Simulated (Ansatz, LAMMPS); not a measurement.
# Forces and charges in K+ triflate in vinylene carbonate and dimethyl carbonate and a fluorinated ether (TTE) at 260 K (149 atoms)

Aim: energy, forces, charges and density of states of K+ triflate in vinylene carbonate and dimethyl carbonate and a fluorinated ether (TTE) at 260 K (149 atoms) at a fixed geometry.

Method: Kohn-Sham DFT, r2SCAN+D4, PAW (set soft_2), plane waves, in Ansatz 0.2.0.

## Step 1: Set-up

The cell holds 149 atoms: 35 F, 42 C, 28 O, 42 H, 1 S and 1 K. Its edges and angles: a = 12.473 Å, b = 12.473 Å, c = 12.473 Å, α = 90.0°, β = 90.0°, γ = 90.0°. 4 vinylene carbonate, 3 dimethyl carbonate, 4 a fluorinated ether (TTE), 1 K+, 1 triflate placed at random, at 1.48 g/cm³; overlaps pushed apart, then 10 ps at 550 K with Joung-Cheatham ions (J. Phys. Chem. B 112, 9020 (2008)); MMFF94 bonds, angles, torsions, charges and radii (Halgren, J. Comput. Chem. 17, 490 (1996)) in harmonic and 12-6 forms; charges of ions scaled by 0.8. Snapshot after 30 ps at 260 K and fixed volume.

Limits known from the start: The network of contacts between molecules at the start is that of the classical potential that made the cell, and needn't be the one that DFT or experiment would give. The density was typed from a rule of thumb and may lie off the real one at this temperature. The Brillouin zone is sampled at Γ only, in a cell whose shortest periodic width is 12 Å.

## Step 2: How the cell was made

A classical potential supplies the starting structure, since it reaches far longer times than DFT.

This step: classical MD, Joung-Cheatham ions (J. Phys. Chem. B 112, 9020 (2008)); MMFF94 bonds, angles, torsions, charges and radii (Halgren, J. Comput. Chem. 17, 490 (1996)) in harmonic and 12-6 forms; charges of ions scaled by 0.8 (LAMMPS 22 Jul 2025 - Update 4).

File in.lmp:

```
# K+ triflate in vinylene carbonate and dimethyl carbonate and a fluorinated ether (TTE)
units real
atom_style full
boundary p p p
bond_style harmonic
angle_style harmonic
dihedral_style opls
improper_style harmonic
special_bonds lj 0 0 0.5 coul 0 0 0.75
read_data data.lmp
neigh_modify delay 0 every 1 check yes one 4000
comm_modify cutoff 12.0
timestep 0.5
thermo_style custom step time temp pe press density
thermo_modify norm yes
# push overlapping molecules apart
pair_style soft 2.6
pair_coeff * * 0.0
variable a equal ramp(1,60)
fix ad all adapt 1 pair soft a * * v_a
velocity all create 550 50659 mom yes dist gaussian
fix lim all nve/limit 0.03
fix lan all langevin 550 550 50 50660 zero yes
thermo 1000
run 3000 post no
unfix ad
pair_style lj/cut/coul/long 9.0
pair_modify mix arithmetic tail yes
pair_coeff 1 1 0.0801 2.5590   # F
pair_coeff 2 2 0.0678 3.3680   # C
pair_coeff 3 3 0.0763 3.0430   # O
pair_coeff 4 4 0.0216 2.5400   # H
pair_coeff 5 5 0.0678 3.4070   # C
pair_coeff 6 6 0.0763 2.9870   # O
# [... 22 lines left out ...]
compute msd all msd com yes
thermo 7500
fix md all nvt temp 260 260 100
run 30000 post no
print "== T260: mean square displacement over the hold $(c_msd[4]:%.2f) A^2"
unfix md
uncompute msd
write_dump all custom T260.dump id type xs ys zs modify sort id
```

Run with:

```bash
lmp -in in.lmp -log none -nocite
```

Log:

```text
LAMMPS (22 Jul 2025 - Update 4)
Reading data file ...
  orthogonal box = (0 0 0) to (12.47344 12.47344 12.47344)
  149 atoms
  orthogonal box = (0 0 0) to (12.47344 12.47344 12.47344)
  140 bonds
  231 angles
  219 dihedrals
  15 impropers
   Step          Time           Temp          PotEng         Press         Density
         0   0              550            0.54396048    -1554.5394      1.481001
      1000   500            494.14242      1.7419379      10539.434      1.481001
      2000   1000           543.26963      1.9154212      11615.493      1.481001
      3000   1500           540.89697      1.847181       7347.4364      1.481001
[... 30 lines left out ...]
Loop time of 4.51058 s on 1 MPI rank(s) for 10000 steps with 149 atoms
   Step          Time           Temp          PotEng         Press         Density
[... 4 lines left out ...]
Loop time of 2.22509 s on 1 MPI rank(s) for 5000 steps with 149 atoms
   Step          Time           Temp          PotEng         Press         Density
[... 2 lines left out ...]
     30000   29000          240.16418      2.5685409      4860.6444      1.481001
     37500   36500          278.47835      2.522687      -3351.8156      1.481001
     45000   44000          289.49278      2.4926436     -1174.0067      1.481001
     47000   46000          270.42765      2.5963787      2460.8242      1.481001
Loop time of 13.1389 s on 1 MPI rank(s) for 30000 steps with 149 atoms
== T260: mean square displacement over the hold 8.27 A^2
```

Wall time 21 s (1 thread of Arm Neoverse V2, shared host); peak memory 0.12 GiB.

The input also reads data.lmp (atoms, bonds and types; not printed here).

## Step 3: Plane-wave single point

One self-consistent run at the given positions yields energy and forces.

File input.yaml:

```yaml
crystal:
  lattice:
    - [12.47344, 0.0, 0.0]
    - [0.0, 12.47344, 0.0]
    - [0.0, 0.0, 12.47344]
  atoms:
    - { symbol: F, position: [0.63353, 0.48392, 0.97685] }
    - { symbol: C, position: [0.58966, 0.57302, 0.93201] }
    - { symbol: F, position: [0.54961, 0.62736, 0.01998] }
    - { symbol: C, position: [0.50244, 0.5332, 0.85933] }
    - { symbol: F, position: [0.42183, 0.48314, 0.91505] }
    - { symbol: F, position: [0.54366, 0.4601, 0.78627] }
    - { symbol: O, position: [0.45503, 0.61837, 0.79725] }
    - { symbol: C, position: [0.36636, 0.57819, 0.73484] }
    - { symbol: C, position: [0.30852, 0.66404, 0.66989] }
    - { symbol: F, position: [0.2068, 0.63269, 0.65398] }
    - { symbol: F, position: [0.35432, 0.6767, 0.56687] }
    - { symbol: C, position: [0.31176, 0.77381, 0.72856] }
    - { symbol: F, position: [0.26576, 0.76406, 0.82778] }
    - { symbol: F, position: [0.25928, 0.85775, 0.68269] }
    - { symbol: H, position: [0.64811, 0.62267, 0.89483] }
    - { symbol: H, position: [0.40428, 0.51999, 0.6804] }
    - { symbol: H, position: [0.31271, 0.53583, 0.78633] }
    - { symbol: H, position: [0.39021, 0.80633, 0.74152] }
    - { symbol: F, position: [0.19161, 0.82704, 0.06394] }
    - { symbol: C, position: [0.27367, 0.9066, 0.06273] }
    - { symbol: F, position: [0.26521, 0.95454, 0.96451] }
    - { symbol: C, position: [0.37934, 0.85757, 0.07668] }
    - { symbol: F, position: [0.39868, 0.77627, 0.00562] }
    - { symbol: F, position: [0.38552, 0.8111, 0.17138] }
    - { symbol: O, position: [0.4643, 0.92806, 0.07629] }
    - { symbol: C, position: [0.56166, 0.87174, 0.08385] }
    - { symbol: C, position: [0.62488, 0.86608, 0.98058] }
    - { symbol: F, position: [0.56525, 0.82869, 0.90102] }
    - { symbol: F, position: [0.69946, 0.78692, 0.99856] }
    - { symbol: C, position: [0.68403, 0.97349, 0.95901] }
    - { symbol: F, position: [0.61212, 0.05504, 0.95378] }
    - { symbol: F, position: [0.73572, 0.97221, 0.85956] }
    [... 111 atom lines left out ...]
    - { symbol: O, position: [0.36098, 0.06858, 0.48738] }
    - { symbol: C, position: [0.41937, 0.87842, 0.42536] }
    - { symbol: F, position: [0.33374, 0.81154, 0.42374] }
    - { symbol: F, position: [0.4935, 0.82524, 0.36813] }
    - { symbol: F, position: [0.45186, 0.87163, 0.52782] }
    - { symbol: K, position: [0.42266, 0.18752, 0.20603] }
kpoints:
  mp_grid: { grid: [1, 1, 1] }
hamiltonian:
  xc: r2scan
  dispersion: d4
scf:
  occupations: { method: fixed }
output:
  forces: true
  stress: true
  populations: true
  dos:
    method: { smearing: { sigma: 0.1 } }
    de: 0.1
    projected: { site_lists: { C: [C], F: [F], H: [H], K: [K], O: [O] } }
  eigenvalues: true
  write_density: true
  write_potential: true
  volumetric_format: npy
```

Run with:

```bash
ansatz run input.yaml --threads 8 --pin off --max-ram 15872MiB --backend cpu --events-out ev --progress --plain --runs-dir out
```

Log:

```text
Engine: ansatz 0.2.0, aarch64-unknown-linux-gnu
Pseudopotentials: kind: paw
Pseudopotential: F, paw, valence charge 7, recommended cutoff 500 eV (meta_gga), F.paw.azcp
Pseudopotential: C, paw, valence charge 4, recommended cutoff 500 eV (meta_gga), C.paw.azcp
Pseudopotential: O, paw, valence charge 6, recommended cutoff 500 eV (meta_gga), O.paw.azcp
Pseudopotential: H, paw, valence charge 1, recommended cutoff 500 eV (meta_gga), H.paw.azcp
Pseudopotential: S, paw, valence charge 6, recommended cutoff 500 eV (meta_gga), S.paw.azcp
Pseudopotential: K, paw, valence charge 9, recommended cutoff 500 eV (meta_gga), K.paw.azcp
[... 6 lines on functional and potentials left out ...]
Crystal: 149 atoms, lattice volume = 1940.701 Å³
Basis set: ecut = 500 eV, 49317 PW (Γ), exchange–correlation on 384×384×384 points (64 copies of the dense FFT grid, shifted against one another)
Bands: 468, of which v1, the nominal top of the filled ones, is band 319 counted from 1 (318 counted from 0)
Symmetry: 1 space group operations
Space group: P1 (ITA 1), of the structure as read, at distance tolerance 1.2e-4 Å
k-points: 1
[... 18 lines on functional and potentials left out ...]
Initial density: superposition of atomic densities (neutral atoms: chi_scale 0, normalization atom), corrected by the library's trained network
Initial wavefunctions: pseudopotential atomic-orbital guess
Functional: x = r2scan, c = r2scan; τ floored in thin density (d = 2e-4 eV/Å³)
SCF iter   1: F=—  HF=-57909.526859 eV  |F-HF|=—  |Δ(HF+E_count)|=         —  Δρ=1.06e-2  dr2=2.06e0  dr2_τ=1.31e1  ethr=1.77e-3  ⟨swp⟩=4.0  Hψ=1695  notcnv=0  defer=147
preconditioner: auto → Resta (q_TF=auto, 2.267 Å⁻¹)  ε∞=2.4  [insulator: Δε(μ)=4.786 eV  Ē_g=16.578 eV  n_scr=388 (ndim 8)  ℏωp=19.8 eV  f_vac=0.336  ε∞_Penn≈2.4]
SCF iter   2: F=—  HF=-57909.621323 eV  |F-HF|=—  |Δ(HF+E_count)|=   9.45e-2  Δρ=5.12e-3  dr2=2.68e-1  dr2_τ=6.71e-2  ethr=3.22e-4  ⟨swp⟩=3.0  Hψ=849  notcnv=0  defer=143
SCF iter   3: F=—  HF=-57909.617726 eV  |F-HF|=—  |Δ(HF+E_count)|=   3.60e-3  Δρ=2.28e-3  dr2=8.04e-2  dr2_τ=6.69e-3  ethr=4.21e-5  ⟨swp⟩=3.0  Hψ=595  notcnv=0  defer=147
SCF iter   4: F=—  HF=-57909.628348 eV  |F-HF|=—  |Δ(HF+E_count)|=   1.06e-2  Δρ=9.57e-4  dr2=1.78e-2  dr2_τ=2.32e-3  ethr=1.26e-5  ⟨swp⟩=3.0  Hψ=596  notcnv=0  defer=147
SCF iter   5: F=—  HF=-57909.630753 eV  |F-HF|=—  |Δ(HF+E_count)|=   2.41e-3  Δρ=2.91e-4  dr2=2.11e-3  dr2_τ=1.46e-4  ethr=2.79e-6  ⟨swp⟩=2.0  Hψ=823  notcnv=0  defer=147
SCF iter   6: F=—  HF=-57909.633186 eV  |F-HF|=—  |Δ(HF+E_count)|=   2.43e-3  Δρ=1.13e-4  dr2=3.17e-4  dr2_τ=2.26e-5  ethr=3.30e-7  ⟨swp⟩=3.0  Hψ=607  notcnv=0  defer=147
SCF iter   7: F=—  HF=-57909.633975 eV  |F-HF|=—  |Δ(HF+E_count)|=   7.88e-4  Δρ=7.35e-5  dr2=9.18e-5  dr2_τ=1.15e-5  ethr=4.97e-8  ⟨swp⟩=2.0  Hψ=613  notcnv=0  defer=147
SCF iter   8: F=—  HF=-57909.634609 eV  |F-HF|=—  |Δ(HF+E_count)|=   6.34e-4  Δρ=1.92e-5  dr2=8.52e-6  dr2_τ=7.61e-7  ethr=1.44e-8  ⟨swp⟩=2.0  Hψ=749  notcnv=0  defer=143
SCF iter   9: F=—  HF=-57909.634642 eV  |F-HF|=—  |Δ(HF+E_count)|=   3.37e-5  Δρ=1.18e-5  dr2=2.63e-6  dr2_τ=2.85e-7  ethr=1.34e-9  ⟨swp⟩=3.0  Hψ=641  notcnv=0  defer=147
SCF iter  10: F=—  HF=-57909.634647 eV  |F-HF|=—  |Δ(HF+E_count)|=   5.11e-6  Δρ=3.44e-6  dr2=2.92e-7  dr2_τ=3.04e-8  ethr=4.13e-10  ⟨swp⟩=3.0  Hψ=641  notcnv=0  defer=147
SCF iter  11: F=-57909.634649 eV  HF=-57909.634649 eV  |F-HF|=1.89e-7  |Δ(HF+E_count)|=   1.28e-6  Δρ=1.31e-6  dr2=3.94e-8  dr2_τ=3.04e-9  ethr=1.57e-11  ⟨swp⟩=22.0  Hψ=4515  notcnv=0
SCF 1 converged in 11 iterations: F = -57909.634649 eV  dr2 = 3.94e-8
  greatest PAW one-centre occupation: 0.989 electrons in one spin orbital (limit 2), on the K atom at site 148 (counted from 0), in its partial waves of l = 0
WARN: The output density's exchange-correlation potential varies sharply where the density is thin. Do not read a vacuum level from v_tot or v_xc, or from such a field of the output density. On a cell that repeats whose density bears no net charge and no dipole along the vacuum's axis use v_es (v_loc + v_h of the components); [...]
SCF converged after 11 iterations
Free energy (F): -57909.634649 eV
Harris-Foulkes:  -57909.634649 eV  (|F-HF|=1.89e-7)
Internal energy: -57909.634649 eV  (E = F + TS)
E sigma→0 (E₀):  -57909.634649 eV
Fermi energy:    -0.163718 eV
--- Per-component energies (eV) ---
  E_band       = -6795.750298
  E_kinetic    = 16910.671107
  E_local      = -80316.001849  (includes V_loc(G=0)·N_el)
  E_nonlocal   = 5098.955341
  E_hartree    = 32562.343983
  E_xc         = -7345.386871
  E_vxc        = -10524.972850  (∫ρ·V_xc dr)
  E_paw        = -17236.998277  (= ΣΔE_a)
  E_vpaw       = -3800.549542  (= ΣTr[D̂ρ^β])
  E_aug_tail   = 0.044996  (compensation charges beyond the density's cutoff)
  E_vtau       = 711.422865  (kinetic-family band-sum trace: ∫τ·v_τ [+ j·A + Jᵃ·Aᵃ] dr)
  E_ewald      = -7576.487351
  E_disp       = -3.436229  (pairwise vdW)
  E_core_change = -3.339498  (= ΣΔE_core)
  E_smearing   = -0.000000  (= −TS)
  E_closure    = 0.000000  (closes the sum)
  Σ components = -57909.634649   (vs F -57909.634649, Δ=0.00e0)
--- Forces (eV/Å), atoms counted from 1 ---
  atom   1  F      0.49954876    -0.20214064    -0.47282524
  atom   2  C     -0.38302029    -0.31975958     2.39315905
  atom   3  F     -0.20971363    -0.25197235    -1.25636580
  atom   4  C     -2.79157940     0.96870191    -2.88342970
  atom   5  F      1.30618671     0.00444713    -0.24658833
  atom   6  F     -0.13571375     0.41085864     1.24943338
  atom   7  O      0.69926890    -1.09816044     2.01126085
  atom   8  C      1.47501388    -0.81652347    -0.79370752
  atom   9  C      0.81342583     0.87248664    -0.61272068
  atom  10  F     -0.17175431    -0.02785677    -0.04626742
  atom  11  F     -0.71718774    -0.37951709     1.85913683
  atom  12  C     -0.10819029     1.12946432     0.88338471
  atom  13  F     -0.07842924    -0.72741929    -0.33436148
  atom  14  F     -0.59447874    -0.60541603    -0.94241126
[...]
atom 148  F     -0.29278759     0.76077826     0.05006923
  atom 149  K      0.00213394     0.50466989    -0.32594594
  max |Σ_I F_I| component: 9.76e-5 eV/Å
--- Stress (GPa, compression-positive) ---
        0.529749      -0.031912      -0.097488
       -0.031912      -2.529201       0.478213
       -0.097489       0.478213      -0.114082
  P = ⅓ Tr σ = -0.7045 GPa (-7.045 kbar)
--- Band table (eV) ---
  k-point 0: bands = ["-29.4559", "-29.2159", "-28.9720", "-28.7992", [... 452 levels ...], "10.9983", "11.0107", "11.0282", "11.1079", "11.1186", "11.1240", "11.1887", "11.2341", "11.2507", "11.2712", "11.3200", "11.3732"]
--- Löwdin populations: 149 sites ---
  site symbol       q [e]
     0      F      7.2574
     1      C      3.4971
     2      F      7.2596
[...]
148      K      8.1587
  spilling = 0.011635 (of n_electrons = 638.000000)
```

It took 51 s on 8 threads of Arm Neoverse V2, shared host; peak memory 5.8 GiB.

The column dr2 measures how far the density is from self-consistency, as an energy; F and HF (Harris–Foulkes) agree once it is small.

The program notes that the exchange-correlation potential is rough where the density is thin.

Numbers from this run:

* free energy: -57909.6346 eV
* free energy per atom: -388.6553 eV/atom
* SCF cycles: 11
* pressure: -0.7045 GPa
* r.m.s. force component: 1.074 eV/Å
* longest force: 5.589 eV/Å
* Fermi energy: -0.1637 eV
* gap (highest filled to lowest empty level): 4.342 eV
* spilling of the projection: 0.01163

Neighbours are counted within 1.82 Å (C-C), 1.34 Å (C-H), 1.62 Å (C-F), 1.73 Å (C-O), 2.17 Å (C-S), 3.38 Å (O-K), 1.88 Å (O-S).

Length of the force by element and coordination:

| element | coordination | atoms | mean length of the force (eV/Å) | spread | least | most |
| --- | --- | --- | --- | --- | --- | --- |
| C | all | 42 | 2.30 | 1.17 | 0.412 | 5.59 |
| C | 3 | 15 | 2.60 | 1.37 | 0.568 | 5.59 |
| C | 4 | 27 | 2.14 | 1.01 | 0.412 | 4.13 |
| F | all | 35 | 1.11 | 0.560 | 0.18 | 2.74 |
| H | all | 42 | 0.932 | 0.467 | 0.320 | 2.60 |
| K | all | 1 | 0.601 | 0 | 0.601 | 0.601 |
| O | all | 28 | 1.97 | 0.749 | 0.696 | 3.42 |
| O | 1 | 4 | 2.22 | 0.965 | 1.08 | 3.39 |
| O | 2 | 24 | 1.93 | 0.699 | 0.696 | 3.42 |
| S | all | 1 | 3.13 | 0 | 3.13 | 3.13 |

Löwdin charges by element and coordination (they lack the spilled electrons, 0.050 e an atom on average):

| element | coordination | atoms | mean charge (e) | spread | least | most |
| --- | --- | --- | --- | --- | --- | --- |
| C | all | 42 | 0.341 | 0.372 | -0.218 | 0.799 |
| C | 3 | 15 | 0.371 | 0.347 | 0.0163 | 0.749 |
| C | 4 | 27 | 0.324 | 0.385 | -0.218 | 0.799 |
| F | all | 35 | -0.253 | 0.0162 | -0.282 | -0.213 |
| H | all | 42 | 0.218 | 0.0187 | 0.177 | 0.258 |
| K | all | 1 | 0.841 | 0 | 0.841 | 0.841 |
| O | all | 28 | -0.372 | 0.176 | -0.841 | -0.211 |
| O | 1 | 4 | -0.524 | 0.156 | -0.794 | -0.426 |
| O | 2 | 24 | -0.347 | 0.166 | -0.841 | -0.211 |
| S | all | 1 | 2.37 | 0 | 2.37 | 2.37 |

Density of states as counts of states in windows of 1 eV (from the Fermi level), total and the larger projections:

| from (eV) | to (eV) | total | F p | O p | C p | H s |
| --- | --- | --- | --- | --- | --- | --- |
| -10 | -9 | 44.1 | 20.3 | 3.3 | 13.4 | 2.2 |
| -9 | -8 | 45.5 | 19.8 | 6.2 | 12.6 | 2.9 |
| -8 | -7 | 35.1 | 7.5 | 11.5 | 11.1 | 1.9 |
| -7 | -6 | 33.7 | 12.5 | 7.2 | 7.3 | 3.8 |
| -6 | -5 | 72.4 | 39.1 | 15.6 | 9.9 | 3.7 |
| -5 | -4 | 88.1 | 56.3 | 17.2 | 8.9 | 3.3 |
| -4 | -3 | 41.3 | 12.0 | 13.8 | 9.3 | 4.3 |
| -3 | -2 | 26.7 | 5.7 | 14.3 | 3.7 | 1.9 |
| -2 | -1 | 27.1 | 1.5 | 21.0 | 2.3 | 1.7 |
| -1 | 0 | 8.5 | 0.0 | 4.8 | 3.7 | 0.0 |
| 0 | 1 | 1.4 | 0.0 | 0.6 | 0.8 | 0.0 |
| 1 | 4 | 0.0 | 0.0 | 0.0 | 0.0 | 0.0 |
| 4 | 5 | 7.9 | 0.0 | 2.4 | 3.6 | 0.4 |

With fixed occupations the program's Fermi level is the highest filled level; weight inside the gap is the broadening of levels at its edges.

Between -26 and -10 eV lie 150 more states.

About 65 of the 638 electrons lie in deeper levels, below the stored range.

Not all projections were asked for or kept, so they needn't add up to the total.

The levels nearest the highest filled one (over half full), pooled over k-points and spins:

| level less the highest filled one (eV) | occupation |
| --- | --- |
| -1.33 | 2 |
| -0.806 | 2 |
| -0.742 | 2 |
| -0.578 | 2 |
| -0.306 | 2 |
| 0 | 2 |
| 4.34 | 0 |
| 4.81 | 0 |
| 4.88 | 0 |
| 4.91 | 0 |
| 4.99 | 0 |
| 5.09 | 0 |

Valence density in the bc plane at fractional x = 0.398, with atoms of H and F and O and C and S within 0.2 Å of it. It is the smooth field of the valence electrons, not physical close to the nuclei.

Ten steps, logarithmic in the rise over the least value, from '0' (0 e/Å³) to '9' (11 e/Å³), each cell a mean:
```
00013566410000024431000014787410000
13334554210000258863100001232100000
47765554321000147863110000000000001
58875456663100023322233210000000002
35664346774200000123454310111100001
35666555542100000134554211244310001
56666665420000001355553211245310013
44434456420000001455432211122100013
11111235420000001222212221000000001
00000011100001221100013553100111100
12321000000123453200024664101344210
35663100001345664200012332112354311
46764100124556543100000000123454333
55542101367765321000000000134555555
34431001478863200000000000123445555
44421001256642000011100000011222234
33211111112110001232221100000000113
22112455410000001233332100011100001
00014677630000000112343100246531000
00013677530000000001343101489952000
00001344310000000000111001368753211
00000111000000000000000001235555432
00001233100000000000000013666555432
00013565310000000100000015898533211
```
Columns run along b (12.5 Å), rows up along c (12.5 Å). Atoms in or near the plane, at fractional coordinates: H at (0.52, 0.68), H at (0.81, 0.74), F at (0.78, 0.01), F at (0.81, 0.17), O at (0.30, 0.39), C at (0.18, 0.72), C at (0.08, 0.75), O at (0.06, 0.86), H at (0.22, 0.65), H at (0.01, 0.70), S at (0.02, 0.39).

Electrostatic potential energy in the bc plane at fractional x = 0.398, with atoms of H and F and O and C and S within 0.2 Å of it. With pseudopotentials it is smooth inside the atoms' cores, unlike the true potential.

Values in eV, 13 rows by 16 columns, each cell a mean:
```
  6   3 -15 -10   5   6   5 -14  -6   5   6   3 -14   1   5   6
-18 -31 -29 -17  -1   6   5 -14  -8   4   6   6   6   6   6   6
-14 -32  -9 -26 -16   5   6   4   0  -9  -1   4   2   1   5   4
-23 -35 -34 -28   1   5   5   3 -16 -30  -3   2  -8  -9   4  -1
 -2   2  -2 -19   1   5   5   3 -11   1   2   3   4   5   5   2
  6   6   6   4   4   3   0   2   6   6  -7  -5   6   4   3   6
 -9 -18   6   6   2 -21 -24  -4   6   6   5   5   5  -5 -10   1
-35 -13   5   5 -27 -35 -10   4   6   6   6   6   3 -21 -34 -23
-26  -6   4   4  -9  -5   5   4   3   4   5   5   5   1  -1 -13
  4   2 -12 -17   1   5   6   4   1  -1   3   5   5   4   5   5
  5   1 -25 -32  -2   5   6   6   5  -2  -1   5 -19 -29   3   5
  5   4   1   0   4   6   6   5   5   4   5   5  -6 -34 -18   2
  6   6  -3  -4   6   6   6   5   5   6   6  -1 -33 -27 -12   3
```
Columns run along b (12.5 Å; values clipped at the 3rd and 97th percentile), rows up along c (12.5 Å). Atoms in or near the plane, at fractional coordinates: H at (0.52, 0.68), H at (0.81, 0.74), F at (0.78, 0.01), F at (0.81, 0.17), O at (0.30, 0.39), C at (0.18, 0.72), C at (0.08, 0.75), O at (0.06, 0.86), H at (0.22, 0.65), H at (0.01, 0.70), S at (0.02, 0.39).

Mean Löwdin charges: C +0.34, F -0.25, H +0.22, K +0.84, O -0.37, S +2.37 e (they miss 1.2 % of the electrons, so they add up to more than the cell's charge).

(Continued in part 2 of 2.)

[Logs are printed without paths, hosts, clocks, repeated set-up lines and the standing remarks that a program may print on its own settings, such as how far it seeks lower states.]

[Hosts, paths, dates, database ids (printed as entryN), source tags and the programs' standing remarks are cut or masked in the printed files.]

[The MMFF94 radii named for the starting cell were scaled by 0.96; in molecules described by MMFF94, hydrogen bound to N, O or S took a small fixed 12-6 site in their place.]
